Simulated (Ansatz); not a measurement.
# A vacancy of Sn at several sites of amorphous SnO2 (72 atoms), part 2 of 4

At which site of amorphous SnO2 (72 atoms) does a vacancy of Sn cost least, and what about the site decides it?

Ansatz 0.2.0; Kohn-Sham DFT, PBE, PAW (set soft_2), plane waves.

The cell: 24 Sn and 48 O. The quench rate of 50 K/ps is orders of magnitude faster than experiment. The starting topology of bonds comes from the classical model. Sampling is at Γ alone, for a cell whose shortest periodic width is 10 Å.

So far. Step 2 (Single point at the start): The r.m.s. force at the start is 0.53 eV/Å. Step 3 (Relaxation): The relaxation converged after 11 steps, 3.16 eV below its start, with a largest force component of 0.033 eV/Å.

## Step 4: Single point at the relaxed geometry

The electronic structure is read at the final geometry, in a run of its own.

input.yaml reads:

```yaml
crystal:
  lattice:
    - [9.85089, 0.0, 0.0]
    - [0.0, 9.85089, 0.0]
    - [0.0, 0.0, 9.85089]
  atoms:
    - { symbol: Sn, position: [0.72293, 0.67518, 0.33139] }
    - { symbol: Sn, position: [0.05066, 0.22032, 0.42231] }
    - { symbol: Sn, position: [0.51027, 0.1905, 0.08473] }
    - { symbol: Sn, position: [0.76844, 0.46599, 0.57536] }
    - { symbol: Sn, position: [0.23791, 0.69992, 0.35531] }
    - { symbol: Sn, position: [0.47036, 0.69886, 0.59036] }
    [... 60 atom lines left out ...]
    - { symbol: O, position: [0.02676, 0.0941, 0.58499] }
    - { symbol: O, position: [0.80383, 0.5711, 0.16248] }
    - { symbol: O, position: [0.63126, 0.77953, 0.48831] }
    - { symbol: O, position: [0.89411, 0.30798, 0.52313] }
    - { symbol: O, position: [0.41227, 0.74585, 0.9877] }
    - { symbol: O, position: [0.19462, 0.36473, 0.37288] }
kpoints:
  mp_grid: { grid: [1, 1, 1] }
hamiltonian:
  xc: pbe
scf:
  occupations: { method: fixed }
output:
  forces: true
  stress: true
  populations: intrinsic
  dos:
    method: { smearing: { sigma: 0.15 } }
    de: 0.1
    projected: { site_lists: { O: [O], Sn: [Sn] } }
  eigenvalues: true
  write_density: true
  write_potential: true
  volumetric_format: npy
  elf: true
```

Run with:

```
$ ansatz run input.yaml --threads 4 --pin off --max-ram 8192MiB --backend cpu --events-out ev --progress --plain --runs-dir out
```

Numbers of over 12 decimals in the logs are rounded to 6 here.

The program printed:

```text
[...]
Crystal: 72 atoms, lattice volume = 955.931 Å³
Basis set: ecut = 420 eV, 18805 PW (Γ), exchange–correlation on 144×144×144 points (8 copies of the dense FFT grid, shifted against one another)
Bands: 384, of which v1, the nominal top of the filled ones, is band 312 counted from 1 (311 counted from 0)
Symmetry: 1 space group operations
[...]
k-points: 1
[...]
SCF iter   1: F=—  HF=-171798.092765 eV  |F-HF|=—  |Δ(HF+E_count)|=         —  Δρ=4.06e-3  dr2=1.24e-1  ethr=1.77e-3  ⟨swp⟩=4.0  Hψ=1315  notcnv=0  defer=69
[...]
SCF iter  11: F=-171798.097751 eV  HF=-171798.097751 eV  |F-HF|=2.19e-8  |Δ(HF+E_count)|=   1.04e-7  Δρ=1.78e-6  dr2=3.21e-8  ethr=1.60e-11  ⟨swp⟩=19.0  Hψ=3203  notcnv=0
SCF 1 converged in 11 iterations: F = -171798.097751 eV  dr2 = 3.21e-8
[...]
SCF converged after 11 iterations
Free energy (F): -171798.097751 eV
[...]
Internal energy: -171798.097751 eV  (E = F + TS)
E sigma→0 (E₀):  -171798.097751 eV
Fermi energy:    8.119135 eV
[...]
--- Forces (eV/Å), atoms counted from 1 ---
  atom   1  Sn     0.01154876     0.01853039     0.00583697
  atom   2  Sn     0.00840497     0.00409262    -0.01279927
  atom   3  Sn    -0.01520880     0.00401412     0.00067449
  atom   4  Sn    -0.00050588     0.00117283     0.00288834
  atom   5  Sn    -0.00316829     0.01322962    -0.00468146
  atom   6  Sn     0.01579327     0.03344825     0.00464119
  atom   7  Sn     0.00186766     0.01510048    -0.00398551
  atom   8  Sn    -0.00145976    -0.00565664    -0.02203235
  atom   9  Sn     0.00667008    -0.00785623    -0.00740614
  atom  10  Sn     0.01256773     0.00809313    -0.00069898
  atom  11  Sn     0.00245018    -0.01203865    -0.00327662
  atom  12  Sn     0.02086812    -0.03316082    -0.00137495
  atom  13  Sn     0.01917685    -0.00415208     0.00768902
  atom  14  Sn    -0.01385068     0.01077093    -0.01809587
[...]
atom  71  O      0.01724862     0.00188536     0.00521531
  atom  72  O     -0.00898165    -0.00165691     0.00092371
  max |Σ_I F_I| component: 2.91e-5 eV/Å
--- Stress (GPa, compression-positive) ---
        2.448385       0.655808       1.042988
        0.655808       3.072775      -1.563282
        1.042988      -1.563282       3.657864
  P = ⅓ Tr σ = 3.0597 GPa (30.597 kbar)
--- Band table (eV) ---
[...]
--- intrinsic populations: 72 sites ---
  site symbol       q [e]
     0     Sn     12.2985
     1     Sn     12.3112
     2     Sn     12.3176
[...]
71      O      6.8047
  spilling = 0.000000 (of n_electrons = 624.000000)
```

Run time: 13 s. Hardware: 4 threads of Intel Xeon Platinum 8259CL at 2.50GHz (Skylake/Cascade Lake), shared host; peak memory 1.5 GiB; 48 s of CPU time.

The run gave:

| Quantity | Value |
| --- | --- |
| free energy | -171798.0978 eV |
| free energy per atom | -2386.0847 eV/atom |
| SCF cycles | 11 |
| pressure | 3.06 GPa |
| r.m.s. force component | 0.01038 eV/Å |
| longest force | 0.0392 eV/Å |
| Fermi energy | 8.119 eV |
| gap (highest filled to lowest empty level) | 0.4716 eV |

Intrinsic-atomic-orbital charges by element and coordination:

| element | coordination | atoms | mean charge (e) | spread | least | most |
| --- | --- | --- | --- | --- | --- | --- |
| O | all | 48 | -0.842 | 0.0165 | -0.872 | -0.8 |
| O | 2 | 8 | -0.848 | 0.0097 | -0.862 | -0.833 |
| O | 3 | 39 | -0.840 | 0.0168 | -0.870 | -0.8 |
| O | 4 | 1 | -0.872 | 0 | -0.872 | -0.872 |
| Sn | all | 24 | 1.68 | 0.0204 | 1.63 | 1.72 |
| Sn | 5 | 7 | 1.69 | 0.0124 | 1.67 | 1.71 |
| Sn | 6 | 17 | 1.68 | 0.0228 | 1.63 | 1.72 |

States in the cell by windows of 1 eV, zero at the Fermi level; the larger projections on atomic orbitals stand beside the total:

| from (eV) | to (eV) | total | O p | Sn p | Sn s | O s |
| --- | --- | --- | --- | --- | --- | --- |
| -18 | -17 | 27.3 | 0.3 | 4.4 | 1.7 | 18.3 |
| -17 | -16 | 33.1 | 0.3 | 3.8 | 0.8 | 24.4 |
| -16 | -15 | 23.3 | 0.2 | 1.5 | 0.4 | 18.1 |
| -15 | -14 | 0.7 | 0.0 | 0.0 | 0.0 | 0.5 |
| -14 | -9 | 0.0 | 0.0 | 0.0 | 0.0 | 0.0 |
| -9 | -8 | 0.6 | 0.3 | 0.0 | 0.2 | 0.0 |
| -8 | -7 | 19.8 | 11.1 | 0.6 | 7.2 | 0.7 |
| -7 | -6 | 15.3 | 8.8 | 0.7 | 4.7 | 1.0 |
| -6 | -5 | 17.1 | 11.1 | 2.1 | 2.7 | 0.9 |
| -5 | -4 | 32.6 | 24.4 | 6.1 | 0.7 | 0.9 |
| -4 | -3 | 41.7 | 33.3 | 6.1 | 0.6 | 1.1 |
| -3 | -2 | 44.3 | 38.7 | 3.5 | 0.3 | 0.9 |
| -2 | -1 | 64.7 | 61.3 | 1.3 | 0.3 | 0.5 |
| -1 | 0 | 49.4 | 47.6 | 0.5 | 0.2 | 0.3 |
| 0 | 1 | 4.4 | 2.9 | 0.1 | 1.0 | 0.4 |
| 1 | 2 | 0.0 | 0.0 | 0.0 | 0.0 | 0.0 |
| 2 | 3 | 3.8 | 1.4 | 0.6 | 1.4 | 0.3 |
| 3 | 4 | 15.8 | 5.8 | 1.7 | 6.5 | 1.5 |
| 4 | 5 | 17.4 | 6.3 | 1.9 | 7.5 | 1.1 |

With fixed occupations the program's Fermi level is the highest filled level.

Between -22 and -18 eV lie 252 more states.

The levels nearest the highest filled one (over half full), pooled over k-points and spins:

| level less the highest filled one (eV) | occupation |
| --- | --- |
| -0.321 | 2 |
| -0.304 | 2 |
| -0.259 | 2 |
| -0.069 | 2 |
| -0.0415 | 2 |
| 0 | 2 |
| 0.472 | 0 |
| 2.70 | 0 |
| 2.90 | 0 |
| 3.15 | 0 |
| 3.31 | 0 |
| 3.43 | 0 |

Valence density in the ac plane at fractional y = 0.538, with atoms of Sn and O within 0.2 Å of it. It is the smooth field of the valence electrons, not physical close to the nuclei.

Ten steps, logarithmic in the rise over the least value, from '0' (0 e/Å³) to '9' (14 e/Å³), each cell a mean:
```
5542000011233433565335897534
2210000012322124787546998522
0000011122321114677434776410
0011222222211012444212344310
0012355421100001111001355531
0012466521100011211002478742
0112455421000124442112478742
1233333210000146774212355431
1356532100000147875333332211
2578742000000135654345532101
1467641000110012322245532110
0234320001221100011123333210
0011100013443100011222223210
0000000013553100023332111100
0000000012332100124442100000
1111000001111000123432100000
1222111111000000012221100000
1332212332100000000112221000
1222224675310000000124553100
1122235787421111000135774200
2222224676434532100135764211
5542112343358864100023442123
7763100111369984210012222235
8863100001257864332123554335
```
Columns run along a (9.9 Å), rows up along c (9.9 Å). Atoms in or near the plane, at fractional coordinates: Sn at (0.82, 0.94), Sn at (0.46, 0.06), O at (0.87, 0.74), O at (0.62, 0.92), O at (0.11, 0.58), O at (0.29, 0.17), O at (0.03, 0.03), O at (0.58, 0.65).

ELF in the ac plane at fractional y = 0.538, with atoms of Sn and O within 0.2 Å of it. It is the smooth field of the valence electrons, not physical close to the nuclei.

Values, 13 rows by 16 columns, each cell a mean:
```
0.69 0.56 0.16 0.03 0.19 0.46 0.36 0.18 0.35 0.72 0.70 0.43 0.10 0.01 0.16 0.41
0.06 0.08 0.12 0.13 0.25 0.53 0.49 0.12 0.36 0.76 0.74 0.41 0.17 0.13 0.21 0.10
0.04 0.13 0.20 0.19 0.19 0.14 0.09 0.05 0.10 0.24 0.23 0.09 0.35 0.64 0.70 0.40
0.07 0.19 0.23 0.17 0.20 0.11 0.05 0.09 0.50 0.67 0.51 0.11 0.50 0.70 0.71 0.54
0.38 0.67 0.64 0.38 0.11 0.05 0.03 0.21 0.75 0.56 0.74 0.24 0.22 0.37 0.39 0.15
0.56 0.70 0.72 0.58 0.06 0.10 0.13 0.10 0.52 0.69 0.45 0.21 0.20 0.21 0.19 0.07
0.17 0.55 0.57 0.20 0.15 0.66 0.73 0.35 0.05 0.08 0.15 0.19 0.18 0.43 0.58 0.16
0.03 0.04 0.03 0.03 0.20 0.70 0.83 0.60 0.05 0.29 0.67 0.61 0.19 0.21 0.35 0.09
0.39 0.42 0.13 0.05 0.07 0.17 0.32 0.19 0.02 0.24 0.59 0.54 0.20 0.05 0.03 0.06
0.44 0.50 0.20 0.23 0.59 0.56 0.18 0.02 0.02 0.03 0.09 0.16 0.34 0.42 0.17 0.07
0.14 0.17 0.16 0.53 0.64 0.75 0.42 0.12 0.10 0.05 0.04 0.44 0.74 0.78 0.50 0.06
0.64 0.46 0.16 0.41 0.71 0.59 0.21 0.09 0.17 0.11 0.04 0.34 0.69 0.65 0.25 0.38
0.57 0.78 0.35 0.06 0.12 0.15 0.16 0.04 0.14 0.31 0.34 0.16 0.20 0.18 0.18 0.71
```
Columns run along a (9.9 Å), rows up along c (9.9 Å). Atoms in or near the plane, at fractional coordinates: Sn at (0.82, 0.94), Sn at (0.46, 0.06), O at (0.87, 0.74), O at (0.62, 0.92), O at (0.11, 0.58), O at (0.29, 0.17), O at (0.03, 0.03), O at (0.58, 0.65).

Between filled and empty levels lie 0.472 eV (at Γ alone); a semilocal functional tends to put such gaps too low. In a disordered cell it changes from sample to sample, and tail or defect levels can set it. Mean intrinsic-atomic-orbital charges: O -0.84, Sn +1.68 e. The largest share in the top eV of filled states is O p (97 % of the projected weight), and in the lowest eV of empty states Sn s (49 % of the projected weight).

## Step 5: Vacancy of Sn, site Sn3

The site has 5 bonded neighbours (O5) at 2.07 Å on average, by cutoffs that count no bonds between two metal atoms or like ions. The change is made in the relaxed cell and the atoms are relaxed again, with spin allowed.

input.yaml reads:

```yaml
crystal:
  lattice:
    - [9.85089, 0.0, 0.0]
    - [0.0, 9.85089, 0.0]
    - [0.0, 0.0, 9.85089]
  atoms:
    - { symbol: Sn, position: [0.72293, 0.67518, 0.33139] }
    - { symbol: Sn, position: [0.05066, 0.22032, 0.42231] }
    - { symbol: Sn, position: [0.76844, 0.46599, 0.57536] }
    - { symbol: Sn, position: [0.23791, 0.69992, 0.35531] }
    - { symbol: Sn, position: [0.47036, 0.69886, 0.59036] }
    - { symbol: Sn, position: [0.988, 0.21785, 0.95313] }
    [... atom lines 7 to 71 left out ...]
magnetization:
  spin_polarized: true
kpoints:
  mp_grid: { grid: [1, 1, 1] }
hamiltonian:
  xc: pbe
scf:
  occupations: { method: fermi_dirac, width: 0.025 }
  lower_state_search: "off"
output:
  forces: true
  eigenvalues: true
relax:
  f_tol: 0.05
  max_steps: 90
```

The program printed:

```text
[...]
Crystal: 71 atoms, lattice volume = 955.931 Å³
Basis set: ecut = 420 eV, 18805 PW (Γ), exchange–correlation on 144×144×144 points (8 copies of the dense FFT grid, shifted against one another)
Bands: 378, of which v1, the nominal top of the filled ones, is band 305 counted from 1 (304 counted from 0)
Symmetry: 1 space group operations
[...]
k-points: 1
[...]
Starting moments: Σ|m| = 3 μB on 5 of 71 sites
[...]
SCF iter   1: F=—  HF=-165780.599500 eV  |F-HF|=—  |Δ(HF+E_count)|=         —  Δρ=5.54e-2 (↑5.54e-2 ↓5.31e-2)  dr2=1.43e2  dr2_m=1.33e0  M=2.000 μB ∫|m|=2.472 μB  β_m=0.30  ethr=3.10e-3  ⟨swp⟩=6.0  Hψ=2922  notcnv=0  defer=10
[...]
spin=Collinear: Resta preconditioning applied to the charge; magnetization (m = ρ↑ − ρ↓) channel mixes plain (no charge-response kernel on spin).
SCF iter   2: F=—  HF=-165777.041959 eV  |F-HF|=—  |Δ(HF+E_count)|=    3.56e0  Δρ=5.23e-2 (↑3.89e-2 ↓5.23e-2)  dr2=8.64e1  dr2_m=1.25e0  M=2.086 μB ∫|m|=2.555 μB  β_m=0.30  ethr=3.10e-3  ⟨swp⟩=3.5  Hψ=1755  notcnv=0  defer=132
SCF iter   3: F=—  HF=-165769.099865 eV  |F-HF|=—  |Δ(HF+E_count)|=    7.94e0  Δρ=3.95e-2 (↑2.95e-2 ↓3.95e-2)  dr2=5.39e1  dr2_m=9.13e-1  M=1.892 μB ∫|m|=2.276 μB  β_m=0.30  ethr=3.10e-3  ⟨swp⟩=3.0  Hψ=1237  notcnv=0  defer=132
[...]
SCF iter  15: F=—  HF=-165763.547153 eV  |F-HF|=—  |Δ(HF+E_count)|=   6.80e-2  Δρ=6.00e-3 (↑2.58e-3 ↓6.00e-3)  dr2=1.62e-1  dr2_m=1.34e-1  M=3.998 μB ∫|m|=4.254 μB  β_m=0.30  ethr=1.09e-4  ⟨swp⟩=2.0  Hψ=723  notcnv=0  defer=126
[...]
spin-set hold released at iteration 15 (site moments' squared step at or under half its running peak, from the soft ceiling on): the magnetisation degrees of freedom join the quasi-Newton model from the next iteration; the mixer history was flushed
SCF iter  16: F=—  HF=-165763.602053 eV  |F-HF|=—  |Δ(HF+E_count)|=   5.49e-2  Δρ=7.26e-3 (↑2.37e-3 ↓7.26e-3)  dr2=8.79e-1  dr2_m=1.09e-1  M=3.981 μB ∫|m|=4.265 μB  β_m=0.18  ethr=2.65e-5  ⟨swp⟩=2.0  Hψ=1212  notcnv=0  defer=128  recentre
SCF iter  17: F=—  HF=-165763.599763 eV  |F-HF|=—  |Δ(HF+E_count)|=   2.29e-3  Δρ=1.17e-2 (↑1.98e-3 ↓1.17e-2)  dr2=1.43e0  dr2_m=3.72e-1  M=3.998 μB ∫|m|=4.283 μB  β_m=0.07  ethr=2.65e-5  ⟨swp⟩=2.0  Hψ=958  notcnv=0  defer=128
[...]
SCF iter  37: F=-165763.653320 eV  HF=-165763.653340 eV  |F-HF|=2.03e-5  |Δ(HF+E_count)|=   4.58e-6  Δρ=4.78e-5 (↑9.50e-6 ↓4.78e-5)  dr2=2.68e-5  dr2_m=6.20e-6  M=3.997 μB ∫|m|=4.347 μB  β_m=0.31  ethr=3.83e-9  ⟨swp⟩=2.0  Hψ=1987  notcnv=0
SCF iter  38: F=-165763.653337 eV  HF=-165763.653341 eV  |F-HF|=3.37e-6  |Δ(HF+E_count)|=   6.83e-7  Δρ=1.96e-5 (↑4.71e-6 ↓1.96e-5)  dr2=4.61e-6  dr2_m=7.88e-7  M=3.997 μB ∫|m|=4.346 μB  ethr=3.83e-9  ⟨swp⟩=2.0  Hψ=1976  notcnv=0
SCF 1 converged in 38 iterations: F = -165763.653337 eV  dr2 = 4.61e-6
[...]
relax step   1: F+E_penalty+E_count = -165763.65333740 eV  Δ(F+E_penalty+E_count) = +0.000e0 eV  max|allowed force component| = 1.841e0 eV/Å  Δτ_max = 0.0000 Å  (38 SCF iters, dr2 threshold 6.25e-5 eV, accepted)
[... from here on, the SCF cycles and remarks between the steps are left out ...]
relax step   2: F+E_penalty+E_count = -165764.15062934 eV  Δ(F+E_penalty+E_count) = -4.973e-1 eV  max|allowed force component| = 8.772e-1 eV/Å  Δτ_max = 0.1720 Å  (18 SCF iters, dr2 threshold 1.00e-4 eV, accepted)
relax step   3: F+E_penalty+E_count = -165764.31807379 eV  Δ(F+E_penalty+E_count) = -1.674e-1 eV  max|allowed force component| = 6.074e-1 eV/Å  Δτ_max = 0.2000 Å  (24 SCF iters, dr2 threshold 4.81e-5 eV, accepted)
relax step   4: F+E_penalty+E_count = -165764.54372459 eV  Δ(F+E_penalty+E_count) = -2.257e-1 eV  max|allowed force component| = 3.889e-1 eV/Å  Δτ_max = 0.1070 Å  (17 SCF iters, dr2 threshold 8.37e-5 eV, accepted)
relax step   5: F+E_penalty+E_count = -165764.65929688 eV  Δ(F+E_penalty+E_count) = -1.156e-1 eV  max|allowed force component| = 2.280e-1 eV/Å  Δτ_max = 0.2000 Å  (17 SCF iters, dr2 threshold 6.20e-5 eV, accepted)
relax step   6: F+E_penalty+E_count = -165764.69986988 eV  Δ(F+E_penalty+E_count) = -4.057e-2 eV  max|allowed force component| = 2.007e-1 eV/Å  Δτ_max = 0.0998 Å  (18 SCF iters, dr2 threshold 1.79e-5 eV, accepted)
relax step   7: F+E_penalty+E_count = -165764.62019465 eV  Δ(F+E_penalty+E_count) = +7.968e-2 eV  max|allowed force component| = 4.905e-1 eV/Å  Δτ_max = 0.2000 Å  (19 SCF iters, dr2 threshold 1.39e-5 eV, rejected (line search))
relax step   8: F+E_penalty+E_count = -165764.74334072 eV  Δ(F+E_penalty+E_count) = -4.347e-2 eV  max|allowed force component| = 1.556e-1 eV/Å  Δτ_max = 0.0978 Å  (27 SCF iters, accepted)
relax step   9: F+E_penalty+E_count = -165764.76486293 eV  Δ(F+E_penalty+E_count) = -2.152e-2 eV  max|allowed force component| = 1.292e-1 eV/Å  Δτ_max = 0.0977 Å  (14 SCF iters, dr2 threshold 1.46e-5 eV, accepted)
relax step  10: F+E_penalty+E_count = -165764.80915244 eV  Δ(F+E_penalty+E_count) = -4.429e-2 eV  max|allowed force component| = 1.265e-1 eV/Å  Δτ_max = 0.1469 Å  (13 SCF iters, dr2 threshold 1.00e-5 eV, accepted)
relax step  11: F+E_penalty+E_count = -165764.85778950 eV  Δ(F+E_penalty+E_count) = -4.864e-2 eV  max|allowed force component| = 1.915e-1 eV/Å  Δτ_max = 0.1967 Å  (10 SCF iters, dr2 threshold 1.10e-5 eV, accepted)
relax step  12: F+E_penalty+E_count = -165764.87223246 eV  Δ(F+E_penalty+E_count) = -1.444e-2 eV  max|allowed force component| = 1.026e-1 eV/Å  Δτ_max = 0.0921 Å  (8 SCF iters, dr2 threshold 3.51e-5 eV, accepted)
relax step  13: F+E_penalty+E_count = -165764.88057533 eV  Δ(F+E_penalty+E_count) = -8.343e-3 eV  max|allowed force component| = 6.716e-2 eV/Å  Δτ_max = 0.0243 Å  (8 SCF iters, dr2 threshold 3.02e-6 eV, accepted)
relax step  14: F+E_penalty+E_count = -165764.88371447 eV  Δ(F+E_penalty+E_count) = -3.139e-3 eV  max|allowed force component| = 4.159e-2 eV/Å  Δτ_max = 0.0257 Å  (10 SCF iters, accepted)
SCF converged after 10 iterations
Magnetization: 3.9990 μB (306.9995 up, 303.0005 down)
Absolute magnetization: 4.3780 μB (∫|ρ↑−ρ↓|, with the PAW one-centre terms)
[...]
Per-site moments (μB) at R_I (Å): [(-0.000275741, 0.843475), (-0.000676475, 0.843730), (0.000464897, 0.844586), (-2.5685717254279298e-5, 0.804440), (0.00141521, 0.814900), [...]
Free energy (F): -165764.883714 eV
[...]
Internal energy: -165764.882801 eV  (E = F + TS)
E sigma→0 (E₀):  -165764.883258 eV
Entropy (-TS):   -0.000914 eV (-0.013 meV/atom)
Fermi energy:    7.740629 eV
[...]
Σ components = -165764.883714   (vs F -165764.883714, Δ=0.00e0)
--- Forces (eV/Å), atoms counted from 1 ---
  atom   1  Sn    -0.00610993    -0.01015939    -0.00186914
  atom   2  Sn     0.00492548     0.00096044     0.01535572
  atom   3  Sn     0.00205007     0.01965026    -0.01275540
  atom   4  Sn    -0.00252295    -0.00669081     0.00915351
[...]
atom  71  O      0.00117832     0.01417997     0.00389117
  max |Σ_I F_I| component: 3.74e-5 eV/Å
--- Band table (eV) ---
[...]
--- Relaxed structure (14 steps of the walk, 13 accepted, 0 SCFs on fresh bases) ---
  F+E_penalty+E_count = -165764.88371447 eV   max|allowed force component| = 4.159e-2 eV/Å
  atoms:
    - { symbol: Sn, position: [0.715926, 0.679571, 0.329944] }
    - { symbol: Sn, position: [0.049209, 0.225013, 0.413825] }
    - { symbol: Sn, position: [0.763573, 0.464184, 0.569454] }
    - { symbol: Sn, position: [0.242909, 0.700970, 0.340690] }
[...]
- { symbol: O, position: [0.201541, 0.366465, 0.371062] }
```

Wall time 5.9 min (4 threads); peak memory 2.3 GiB.

The relaxation converged after 14 steps, 1.23 eV below its start, with a largest force component of 0.042 eV/Å.

The surroundings of the place of the removed atom, after relaxation: 10 atoms, nearest first, with positions taken from that point. Atoms keep their numbers of the cell before the removal, where the removed atom was number 3.

| atom | x | y | z | distance (Å) | bonds | moment (μB) |
| --- | --- | --- | --- | --- | --- | --- |
| O48 | 0.04 | 0.64 | -1.33 | 1.47 | 1 | 1.16 |
| O41 | 0.36 | 1.91 | 0.59 | 2.03 | 2 | 0.45 |
| O30 | -1.43 | -0.34 | 1.81 | 2.33 | 2 | 0.62 |
| O32 | 1.96 | -0.02 | 1.48 | 2.46 | 2 | 0.01 |
| O27 | -1.59 | -1.90 | -0.61 | 2.55 | 3 | 0.01 |
| O29 | 1.55 | -2.36 | -0.60 | 2.88 | 3 | 0.01 |
| Sn17 | -0.13 | -2.98 | 0.39 | 3.01 | 6 | 0.00 |
| O26 | 0.93 | -2.38 | 1.96 | 3.22 | 3 | 0.00 |
| Sn24 | 2.40 | 1.81 | 1.19 | 3.23 | 6 | 0.00 |
| Sn9 | -2.94 | -1.47 | 0.86 | 3.40 | 6 | 0.00 |

The column of bonds counts only the pairs O-Sn within 2.73 Å; other neighbours, such as metal atoms beside each other in a compound, aren't counted, and periodic images can show an atom twice.

The largest move is 0.75 Å, by O48.

[end of part 2 of 4]

[Logs are printed without paths, hosts, clocks, repeated set-up lines and the standing remarks that a program may print on its own settings, such as how far it seeks lower states.]

[Hosts, paths, dates, database ids (printed as entryN), source tags and the programs' standing remarks are cut or masked in the printed files.]
